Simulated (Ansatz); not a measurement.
# Work function of Ru(0001): what the settings cost and change

How thick a slab and how much vacuum does the work function of Ru(0001) need?

Calculated with Ansatz 0.2.0; plane-wave DFT, PBE, Ansatz PAW.

### 1. Starting point

The cell holds 1 atom: 1 Ru. Its edges and angles: a = 2.700 Å, b = 2.700 Å, c = 18.000 Å, α = 90.0°, β = 90.0°, γ = 60.0°. Vacuum lies along c.

### 2. Slab, setting 1 layer

A work function rests on the faint tail of the density, so the SCF threshold is tight. The slab grows from one layer, at fixed mesh and 18 Å of vacuum; then the vacuum is varied on one slab.

The input, input.yaml:

```yaml
crystal:
  lattice:
    - [2.7, 0.0, 0.0]
    - [1.35, 2.3382685902, 0.0]
    - [0.0, 0.0, 18.0]
  atoms:
    - { symbol: Ru, position: [0.6666666667, 0.6666666667, 0.5] }
kpoints:
  mp_grid: { grid: [17, 17, 1] }
hamiltonian:
  xc: pbe
scf:
  occupations: { method: fermi_dirac, width: 0.1 }
  convergence: { dr2_threshold: 1.0e-09 }
efield:
  axis: 3
  dipole_correction: true
  ramp_position: 0.97
  ramp_width: 0.06
output:
  write_potential: true
  write_density: true
  volumetric_format: npy
  elf: true
```

The run is started by

```
$ ansatz run input.yaml --threads 2 --pin off --max-ram 3072MiB --backend cpu --events-out ev --progress --plain --runs-dir out
```

Numbers of over 12 decimals in the logs are rounded to 6 here.

Output:

```text
Engine: ansatz 0.2.0, aarch64-unknown-linux-gnu
Pseudopotentials: kind: paw
Pseudopotential: Ru, paw, valence charge 16, recommended cutoff 420 eV (normal), Ru.paw.azcp
Functional definition: PBE
  parameter kappa = 0.804
  parameter beta = 0.066725
  exchange = pbe_x(kappa = kappa, mu = beta*pi^2/3)
  correlation = pbe_c(beta = beta)
Crystal: 1 atoms, lattice volume = 113.640 Å³
Basis set: ecut = 420 eV, 2251 PW (Γ)
Bands: 12, of which v1, the nominal top of the filled ones, is band 8 counted from 1 (7 counted from 0)
Symmetry: 12 space group operations
k-points: 33 of 289
Non-local potential: Ru, projectors of the file, l = 0: 3, l = 1: 2, l = 2: 2, l = 3: 1
PAW form: soft (Blöchl's): semilocal exchange-correlation on the pseudo side does not see the compensation charge
PAW one-centre angular grid: Ru, 590 points (default); XC on 64 Gauss nodes
Initial density: superposition of atomic densities (neutral atoms: chi_scale 0, normalization atom), corrected by the library's trained network
Initial wavefunctions: pseudopotential atomic-orbital guess
Functional: x = pbe(κ = 0.804, μ = 0.219515), c = pbe(β = 0.066725)
SCF iter   1: F=—  HF=-5876.177306 eV  |F-HF|=—  |Δ(HF+E_count)|=         —  Δρ=2.13e-3  dr2=5.79e-3  ethr=1.77e-3  p=-0.000 e·Å  D=-5.72e-15 V/Å  ΔV_dip=0.00 eV  dr2_dipole=3.68e-13  V_vac-E_F(+/−)=5.79/5.79 eV  ⟨swp⟩=5.4  Hψ=2319  notcnv=0
efield: sawtooth ramp at fractional position 0.9700 (set: `efield.ramp_position`, or a place that a band, a saddle search or an elastic batch's reference lends), width 0.0600; the density the first Hamiltonian is built on has a dipole p = -0.000 e·Å; the dipole correction subtracts the counter field D = -5.72e-15 V/Å, which shifts the + side's vacuum level by +0.00 eV against the − side's; the planar-averaged density in the ramp window peaks in size at 1.6e-5 e/Å³
preconditioner: auto → LDOS  [metal: Δε(μ)=0.034 eV  Ē_g=6.254 eV  σ=0.100 eV  W_gap=0.08  n_scr=10 (ndim 8)  ℏωp=9.9 eV  f_vac=0.740  D(μ)=4.18/eV (n_scr^D=14)  β→1.0]
SCF iter   2: F=—  HF=-5876.182770 eV  |F-HF|=—  |Δ(HF+E_count)|=   5.46e-3  Δρ=2.12e-3  dr2=2.83e-3  ethr=3.62e-5  p=-0.000 e·Å  D=-1.57e-7 V/Å  ΔV_dip=0.00 eV  dr2_dipole=4.72e-13  V_vac-E_F(+/−)=5.70/5.70 eV  ⟨swp⟩=3.5  Hψ=1167  notcnv=0
SCF iter   3: F=—  HF=-5876.182191 eV  |F-HF|=—  |Δ(HF+E_count)|=   5.79e-4  Δρ=4.47e-4  dr2=2.64e-4  ethr=1.77e-5  p=-0.000 e·Å  D=-9.94e-8 V/Å  ΔV_dip=0.00 eV  dr2_dipole=3.13e-14  V_vac-E_F(+/−)=5.72/5.72 eV  ⟨swp⟩=2.6  Hψ=708  notcnv=0
SCF iter   4: F=—  HF=-5876.182297 eV  |F-HF|=—  |Δ(HF+E_count)|=   1.06e-4  Δρ=1.34e-4  dr2=2.75e-5  ethr=1.65e-6  p=-0.000 e·Å  D=-5.29e-8 V/Å  ΔV_dip=0.00 eV  dr2_dipole=7.29e-16  V_vac-E_F(+/−)=5.71/5.71 eV  ⟨swp⟩=1.9  Hψ=545  notcnv=0
SCF iter   5: F=—  HF=-5876.182295 eV  |F-HF|=—  |Δ(HF+E_count)|=   1.25e-6  Δρ=2.98e-5  dr2=1.91e-6  ethr=1.72e-7  p=-0.000 e·Å  D=-3.95e-8 V/Å  ΔV_dip=0.00 eV  dr2_dipole=3.71e-17  V_vac-E_F(+/−)=5.71/5.71 eV  ⟨swp⟩=2.3  Hψ=549  notcnv=0
SCF iter   6: F=—  HF=-5876.182298 eV  |F-HF|=—  |Δ(HF+E_count)|=   3.14e-6  Δρ=7.93e-6  dr2=1.60e-7  ethr=1.20e-8  p=-0.000 e·Å  D=-2.85e-8 V/Å  ΔV_dip=0.00 eV  dr2_dipole=9.09e-15  V_vac-E_F(+/−)=5.70/5.70 eV  ⟨swp⟩=2.3  Hψ=535  notcnv=0
SCF iter   7: F=—  HF=-5876.182298 eV  |F-HF|=—  |Δ(HF+E_count)|=   1.03e-8  Δρ=2.12e-6  dr2=5.25e-9  ethr=9.99e-10  p=-0.000 e·Å  D=-3.00e-9 V/Å  ΔV_dip=0.00 eV  dr2_dipole=2.06e-15  V_vac-E_F(+/−)=5.70/5.70 eV  ⟨swp⟩=2.3  Hψ=528  notcnv=0
SCF iter   8: F=-5876.182298 eV  HF=-5876.182298 eV  |F-HF|=7.73e-11  |Δ(HF+E_count)|=   1.09e-8  Δρ=5.72e-7  dr2=2.43e-10  ethr=6.25e-12  p=-0.000 e·Å  D=-1.25e-8 V/Å  ΔV_dip=0.00 eV  dr2_dipole=8.96e-15  V_vac-E_F(+/−)=5.70/5.70 eV  ⟨swp⟩=5.8  Hψ=1500  notcnv=0
SCF 1 converged in 8 iterations: F = -5876.182298 eV  dr2 = 2.43e-10
  greatest PAW one-centre occupation: 0.998 electrons in one spin orbital (limit 2), on the Ru atom at site 0 (counted from 0), in its partial waves of l = 0
WARN: The output density's exchange-correlation potential varies sharply where the density is thin. Do not read a vacuum level from v_tot or v_xc, or from such a field of the output density. On a cell that repeats whose density bears no net charge and no dipole along the vacuum's axis use v_es (v_loc + v_h of the components); under efield.dipole_correction with no amplitude use v_es + v_field, which holds any externa [...]
SCF converged after 8 iterations
Free energy (F): -5876.182298 eV
Harris-Foulkes:  -5876.182298 eV  (|F-HF|=7.73e-11)
Internal energy: -5876.052414 eV  (E = F + TS)
E sigma→0 (E₀):  -5876.117356 eV
Entropy (-TS):   -0.129885 eV (-129.885 meV/atom)
Fermi energy:    -2.157000 eV
Dipole field:    D = 0.000000 V/Å  (p = 0.000000 e·Å, saw-weighted, corrected)
Work function:   Φ+ = 5.7019 eV   Φ− = 5.7019 eV
Levels:          The Fermi level and band energies are counted from a zero that moves with the ramp; work functions are not
--- Per-component energies (eV) ---
  E_band       = -447.257661
  E_kinetic    = 509.001002
  E_local      = -10573.554787  (includes V_loc(G=0)·N_el)
  E_nonlocal   = 345.555321
  E_hartree    = 4864.113280
  E_xc         = -186.428584
  E_vxc        = -233.515280  (∫ρ·V_xc dr)
  E_paw        = -3461.512233  (= ΣΔE_a)
  E_vpaw       = -222.970692  (= ΣTr[D̂ρ^β])
  E_aug_tail   = -0.000182  (compensation charges beyond the density's cutoff)
  E_efield     = 0.000000  (sawtooth field / dipole correction)
  E_vefield    = 0.000000  (∫n·V_field dr)
  E_ewald      = 2626.773769
  E_smearing   = -0.129885  (= −TS)
  E_closure    = 0.000000  (closes the sum)
  Σ components = -5876.182298   (vs F -5876.182298, Δ=0.00e0)
--- Band table (eV; the first three rows and the last of 33) ---
  k-point 0: bands = [... 4 lower, -7.1440, -3.7132, -3.6486, -3.6486, -1.2496, -1.2496, -0.7106, 3.1650]
  k-point 1: bands = [... 4 lower, -7.0063, -3.7269, -3.6623, -3.5490, -1.7365, -1.2749, -0.2141, 3.2565]
  k-point 2: bands = [... 4 lower, -6.6195, -3.9186, -3.5127, -3.2561, -2.3986, -1.3464, 0.4938, 3.5307]
  k-point 32: bands = [... 4 lower, -4.2686, -4.0423, -3.5866, -3.5292, -2.0849, 6.2064, 6.7757, 8.0177]
```

Elapsed: 11 s, on 2 threads of Arm Neoverse N1, shared host; peak memory 0.37 GiB.

In the SCF lines HF is the Harris–Foulkes energy and dr2 the Hartree energy of the density residual, in eV; the loop may stop once dr2 is under the threshold and the program's other checks hold. Hψ counts applications of the Hamiltonian.

Numbers from this step:

```
energy at zero smearing   : -5876.1174 eV
work function, upper face : 5.702 eV
```

Running mean over 2.138 Å of the planar mean; the ramp of the sawtooth is left out. The electron's electrostatic potential energy less the Fermi level by z:

z (Å), electron's electrostatic potential energy less the Fermi level (eV) and a bar from the least value:
```
     2.88        5.7 ##############################
     3.31        5.7 ##############################
     3.74        5.7 ##############################
     4.18        5.7 ##############################
     4.61        5.7 ##############################
     5.04        5.7 ##############################
     5.47        5.7 ##############################
     5.90        5.6 ##############################
     6.19        5.6 ##############################
     6.62        5.3 #############################
     7.06        4.4 ############################
     7.49        1.5 #######################
     7.92       -4.6 ##############
     8.35      -10.6 ####
     8.78      -13.5 
     9.22      -13.5 
     9.65      -10.6 ####
    10.08       -4.6 ##############
    10.51        1.5 #######################
    10.94        4.4 ############################
    11.38        5.3 #############################
    11.81        5.6 ##############################
    12.10        5.6 ##############################
    12.53        5.7 ##############################
    12.96        5.7 ##############################
    13.39        5.7 ##############################
    13.82        5.7 ##############################
    14.26        5.7 ##############################
    14.69        5.7 ##############################
    15.12        5.7 ##############################
```

ELF in the ca plane at fractional y = 0.667, with atoms of Ru within 0.2 Å of it. It is the smooth field of the valence electrons, not physical close to the nuclei.

Ten even steps from '0' (0.00) to '9' (0.66), each cell a mean:
```
00000000000000000123589632210000000000000000
00000000000000001224897953210000000000000000
00000000000000001234985963210000000000000000
00000000000000001223799953210000000000000000
00000000000000000123478532210000000000000000
00000000000000000123344333210000000000000000
00000000000000000134444443210000000000000000
00000000000000000123344333210000000000000000
```
Columns run along c (18.0 Å), rows up along a (2.7 Å). Atoms in or near the plane, at fractional coordinates: Ru at (0.50, 0.67).

Electrostatic potential energy in the ca plane at fractional y = 0.667, with atoms of Ru within 0.2 Å of it. With pseudopotentials it is smooth inside the atoms' cores, unlike the true potential.

Ten even steps from '0' (-54 eV) to '9' (4 eV), each cell a mean:
```
99999999999999999998610389999999999999999999
99999999999999999998300069999999999999999999
99999999999999999998200069999999999999999999
99999999999999999998300069999999999999999999
99999999999999999999732589999999999999999999
99999999999999999999877899999999999999999999
99999999999999999999988899999999999999999999
99999999999999999999876899999999999999999999
```
Columns run along c (18.0 Å; values clipped at the 3rd and 97th percentile), rows up along a (2.7 Å). Atoms in or near the plane, at fractional coordinates: Ru at (0.50, 0.67).

Valence density in the ca plane at fractional y = 0.667, with atoms of Ru within 0.2 Å of it. It is the smooth field of the valence electrons, not physical close to the nuclei.

Ten steps, logarithmic in the rise over the least value, from '0' (0.00 × 1e0 e/Å³) to '9' (9.69 × 1e0 e/Å³), each cell a mean:
```
00000000000000000012578631000000000000000000
00000000000000000013699842000000000000000000
00000000000000000013799852000000000000000000
00000000000000000013699841000000000000000000
00000000000000000002467531000000000000000000
00000000000000000001244321000000000000000000
00000000000000000001233221000000000000000000
00000000000000000001344321000000000000000000
```
Columns run along c (18.0 Å), rows up along a (2.7 Å). Atoms in or near the plane, at fractional coordinates: Ru at (0.50, 0.67).

The work function is 5.702 eV.

### 3. Slab, 2 atoms

System of this step: Ru(0001). The cell holds 2 atoms: 2 Ru. Its edges and angles: a = 2.700 Å, b = 2.700 Å, c = 20.138 Å, α = 90.0°, β = 90.0°, γ = 60.0°. Vacuum lies along c.

input.yaml, the sections that differ from step 2:

```yaml
crystal:
  lattice:
    - [2.7, 0.0, 0.0]
    - [1.35, 2.3382685902, 0.0]
    - [0.0, 0.0, 20.1384]
  atoms:
    - { symbol: Ru, position: [0.6666666667, 0.6666666667, 0.4469074008] }
    - { symbol: Ru, position: [0.0, 0.0, 0.5530925992] }
output:
  write_potential: true
  write_density: true
  volumetric_format: npy
# kpoints, hamiltonian, scf, efield: as in step 2
```

Output:

```text
[...]
Crystal: 2 atoms, lattice volume = 127.140 Å³
Basis set: ecut = 420 eV, 2497 PW (Γ)
Bands: 20, of which v1, the nominal top of the filled ones, is band 16 counted from 1 (15 counted from 0)
Symmetry: 6 space group operations
k-points: 33 of 289 (time reversal used)
[...]
k-point 0: bands = [... 12 lower, -1.1501, -0.9358, -0.9358, 0.1038, 0.9942, 0.9942, 2.1511, 2.1790]
  k-point 1: bands = [... 12 lower, -1.0573, -1.0535, -0.8523, 0.0247, 0.9559, 1.0787, 1.4119, 2.1888]
  k-point 2: bands = [... 12 lower, -1.1681, -0.7788, -0.6143, -0.1896, 0.6686, 0.8737, 1.5192, 2.2084]
  k-point 32: bands = [... 12 lower, -1.0985, -0.9575, -0.6997, 0.9775, 1.7180, 1.8769, 8.5879, 8.9775]
[key lines of the parts left out:]
SCF converged after 9 iterations
Free energy (F): -11755.330571 eV
Fermi energy:    1.085846 eV
Dipole field:    D = -0.000004 V/Å  (p = -0.000003 e·Å, saw-weighted, corrected)
Work function:   Φ+ = 5.0848 eV   Φ− = 5.0847 eV
```

Wall time 18 s (2 threads); peak memory 0.42 GiB; 23 s of CPU time.

The work function is 5.085 eV, -0.617 eV from the run “1 layer”, at 1.9 times its CPU time.

### 4. Slab, 3 atoms

System of this step: Ru(0001). The cell holds 3 atoms: 3 Ru. Its edges and angles: a = 2.700 Å, b = 2.700 Å, c = 22.277 Å, α = 90.0°, β = 90.0°, γ = 60.0°. Vacuum lies along c.

input.yaml, the sections that differ from step 3:

```yaml
crystal:
  lattice:
    - [2.7, 0.0, 0.0]
    - [1.35, 2.3382685902, 0.0]
    - [0.0, 0.0, 22.2768]
  atoms:
    - { symbol: Ru, position: [0.0, 0.0, 0.4040077569] }
    - { symbol: Ru, position: [0.6666666667, 0.6666666667, 0.5] }
    - { symbol: Ru, position: [0.0, 0.0, 0.5959922431] }
# kpoints, hamiltonian, scf, efield, output: as in step 3
```

Output:

```text
[...]
Crystal: 3 atoms, lattice volume = 140.641 Å³
Basis set: ecut = 420 eV, 2781 PW (Γ)
Bands: 29, of which v1, the nominal top of the filled ones, is band 24 counted from 1 (23 counted from 0)
Symmetry: 6 space group operations
k-points: 33 of 289 (time reversal used)
[...]
k-point 0: bands = [... 20 lower, 1.0095, 1.4839, 1.4839, 2.7429, 2.7429, 2.9485, 3.9662, 3.9662, ... 1 higher]
  k-point 1: bands = [... 20 lower, 1.1687, 1.4298, 1.5816, 2.6756, 2.7065, 2.7618, 3.5799, 3.9444, ... 1 higher]
  k-point 2: bands = [... 20 lower, 1.2489, 1.3688, 1.8684, 2.2946, 2.4689, 2.6464, 3.2454, 3.8860, ... 1 higher]
  k-point 32: bands = [... 20 lower, 1.3101, 1.4914, 2.2609, 3.6627, 3.7969, 4.0268, 4.5276, 10.4663, ... 1 higher]
[key lines of the parts left out:]
SCF converged after 10 iterations
Free energy (F): -17634.071266 eV
Fermi energy:    3.336221 eV
Dipole field:    D = -0.000001 V/Å  (p = -0.000000 e·Å, saw-weighted, corrected)
Work function:   Φ+ = 4.9961 eV   Φ− = 4.9961 eV
```

The job ended after 34 s (2 threads; peak memory 0.42 GiB; 35 s of CPU time).

The work function is 4.996 eV, -0.089 eV from the run “2 layers”, at 1.5 times its CPU time.

### 5. Run, 4 atoms

System of this step: Ru(0001). The cell holds 4 atoms: 4 Ru. Its edges and angles: a = 2.700 Å, b = 2.700 Å, c = 24.415 Å, α = 90.0°, β = 90.0°, γ = 60.0°. Vacuum lies along c.

input.yaml, the sections that differ from step 4:

```yaml
crystal:
  lattice:
    - [2.7, 0.0, 0.0]
    - [1.35, 2.3382685902, 0.0]
    - [0.0, 0.0, 24.4152]
  atoms:
    - { symbol: Ru, position: [0.6666666667, 0.6666666667, 0.3686228251] }
    - { symbol: Ru, position: [0.0, 0.0, 0.4562076084] }
    - { symbol: Ru, position: [0.6666666667, 0.6666666667, 0.5437923916] }
    - { symbol: Ru, position: [0.0, 0.0, 0.6313771749] }
# kpoints, hamiltonian, scf, efield, output: as in step 4
```

Output:

```text
[...]
Crystal: 4 atoms, lattice volume = 154.141 Å³
Basis set: ecut = 420 eV, 3063 PW (Γ)
Bands: 39, of which v1, the nominal top of the filled ones, is band 32 counted from 1 (31 counted from 0)
Symmetry: 6 space group operations
k-points: 33 of 289 (time reversal used)
[...]
k-point 0: bands = [... 28 lower, 3.1145, 3.1145, 3.3041, 4.2460, 4.2460, 5.1364, 5.2520, 5.2520, ... 3 higher]
  k-point 1: bands = [... 28 lower, 3.0980, 3.2006, 3.3521, 4.1652, 4.2088, 4.8453, 5.1526, 5.2202, ... 3 higher]
  k-point 2: bands = [... 28 lower, 3.3019, 3.3185, 3.4526, 3.8700, 4.1664, 4.3729, 4.7663, 5.1448, ... 3 higher]
  k-point 32: bands = [... 28 lower, 3.1782, 3.8564, 4.3934, 5.6464, 5.6787, 5.7551, 6.1867, 6.3132, ... 3 higher]
[key lines of the parts left out:]
SCF converged after 9 iterations
Free energy (F): -23512.708853 eV
Fermi energy:    5.051852 eV
Dipole field:    D = -0.000001 V/Å  (p = -0.000001 e·Å, saw-weighted, corrected)
Work function:   Φ+ = 5.0870 eV   Φ− = 5.0870 eV
```

Wall time 35 s (2 threads); peak memory 0.47 GiB.

The work function is 5.087 eV, +0.091 eV from the run “3 layers”, at 1.4 times its CPU time.

### 6. Run, 5 atoms

System of this step: Ru(0001). The cell holds 5 atoms: 5 Ru. Its edges and angles: a = 2.700 Å, b = 2.700 Å, c = 26.554 Å, α = 90.0°, β = 90.0°, γ = 60.0°. Vacuum lies along c.

input.yaml, the sections that differ from step 5:

```yaml
crystal:
  lattice:
    - [2.7, 0.0, 0.0]
    - [1.35, 2.3382685902, 0.0]
    - [0.0, 0.0, 26.5536]
  atoms:
    - { symbol: Ru, position: [0.0, 0.0, 0.3389370933] }
    - { symbol: Ru, position: [0.6666666667, 0.6666666667, 0.4194685466] }
    - { symbol: Ru, position: [0.0, 0.0, 0.5] }
    - { symbol: Ru, position: [0.6666666667, 0.6666666667, 0.5805314534] }
    - { symbol: Ru, position: [0.0, 0.0, 0.6610629067] }
# kpoints, hamiltonian, scf, efield, output: as in step 5
```

Output:

```text
[...]
Crystal: 5 atoms, lattice volume = 167.642 Å³
Basis set: ecut = 420 eV, 3323 PW (Γ)
Bands: 48, of which v1, the nominal top of the filled ones, is band 40 counted from 1 (39 counted from 0)
Symmetry: 6 space group operations
k-points: 33 of 289 (time reversal used)
[...]
k-point 0: bands = [... 36 lower, 4.6920, 4.6920, 5.3538, 5.6136, 5.6136, 6.4239, 6.4239, 6.9136, ... 4 higher]
  k-point 1: bands = [... 36 lower, 4.6465, 4.7863, 5.2716, 5.5684, 5.5718, 6.2804, 6.3889, 6.6656, ... 4 higher]
  k-point 2: bands = [... 36 lower, 4.7456, 5.0104, 5.0606, 5.3899, 5.5247, 5.7961, 6.1923, 6.3147, ... 4 higher]
  k-point 32: bands = [... 36 lower, 5.3705, 5.4804, 6.3109, 7.1790, 7.2083, 7.4580, 7.6137, 7.8337, ... 4 higher]
[key lines of the parts left out:]
SCF converged after 9 iterations
Free energy (F): -29391.405169 eV
Fermi energy:    6.580394 eV
Dipole field:    D = 0.000001 V/Å  (p = 0.000000 e·Å, saw-weighted, corrected)
Work function:   Φ+ = 5.0403 eV   Φ− = 5.0403 eV
```

Run time: 57 s. Hardware: 2 threads; peak memory 0.53 GiB.

The work function is 5.040 eV, -0.047 eV from the run “4 layers”, at 1.4 times its CPU time.

### 7. Run, 6 atoms

System of this step: Ru(0001). The cell holds 6 atoms: 6 Ru. Cell: a = 2.700 Å, b = 2.700 Å, c = 28.692 Å, α = 90.0°, β = 90.0°, γ = 60.0°. Vacuum lies along c.

input.yaml, the sections that differ from step 6:

```yaml
crystal:
  lattice:
    - [2.7, 0.0, 0.0]
    - [1.35, 2.3382685902, 0.0]
    - [0.0, 0.0, 28.692]
  atoms:
    - { symbol: Ru, position: [0.6666666667, 0.6666666667, 0.3136762861] }
    - { symbol: Ru, position: [0.0, 0.0, 0.3882057716] }
    - { symbol: Ru, position: [0.6666666667, 0.6666666667, 0.4627352572] }
    - { symbol: Ru, position: [0.0, 0.0, 0.5372647428] }
    - { symbol: Ru, position: [0.6666666667, 0.6666666667, 0.6117942284] }
    - { symbol: Ru, position: [0.0, 0.0, 0.6863237139] }
# kpoints, hamiltonian, scf, efield, output: as in step 6
```

Output:

```text
[...]
Crystal: 6 atoms, lattice volume = 181.142 Å³
Basis set: ecut = 420 eV, 3593 PW (Γ)
Bands: 58, of which v1, the nominal top of the filled ones, is band 48 counted from 1 (47 counted from 0)
Symmetry: 6 space group operations
k-points: 33 of 289 (time reversal used)
[...]
k-point 0: bands = [... 44 lower, 5.9130, 5.9130, 6.7712, 6.7712, 7.0577, 7.4257, 7.4257, 8.1441, ... 6 higher]
  k-point 1: bands = [... 44 lower, 5.9281, 6.0011, 6.6836, 6.7258, 6.8927, 7.3892, 7.4057, 7.8090, ... 6 higher]
  k-point 2: bands = [... 44 lower, 6.1319, 6.2543, 6.3237, 6.6822, 6.6869, 7.0154, 7.3194, 7.3686, ... 6 higher]
  k-point 32: bands = [... 44 lower, 6.6373, 6.9898, 7.8752, 8.4534, 8.4595, 8.8155, 8.8489, 9.0076, ... 6 higher]
[key lines of the parts left out:]
SCF converged after 10 iterations
Free energy (F): -35270.111204 eV
Fermi energy:    7.847794 eV
Dipole field:    D = 0.000003 V/Å  (p = 0.000003 e·Å, saw-weighted, corrected)
Work function:   Φ+ = 5.0624 eV   Φ− = 5.0626 eV
```

Wall time 84 s (2 threads); peak memory 0.61 GiB.

The work function is 5.062 eV, +0.022 eV from the run “5 layers”, at 1.4 times its CPU time.

[end of part 1 of 2]

[Logs are printed without paths, hosts, clocks, repeated set-up lines and the standing remarks that a program may print on its own settings, such as how far it seeks lower states.]

[Hosts, paths, dates, database ids (printed as entryN), source tags and the programs' standing remarks are cut or masked in the printed files.]

[Maps of the electrostatic potential energy from Ansatz leave out the sawtooth potential of an applied field or a dipole correction, so their vacuum need not be flat; planar profiles and work functions include it.]
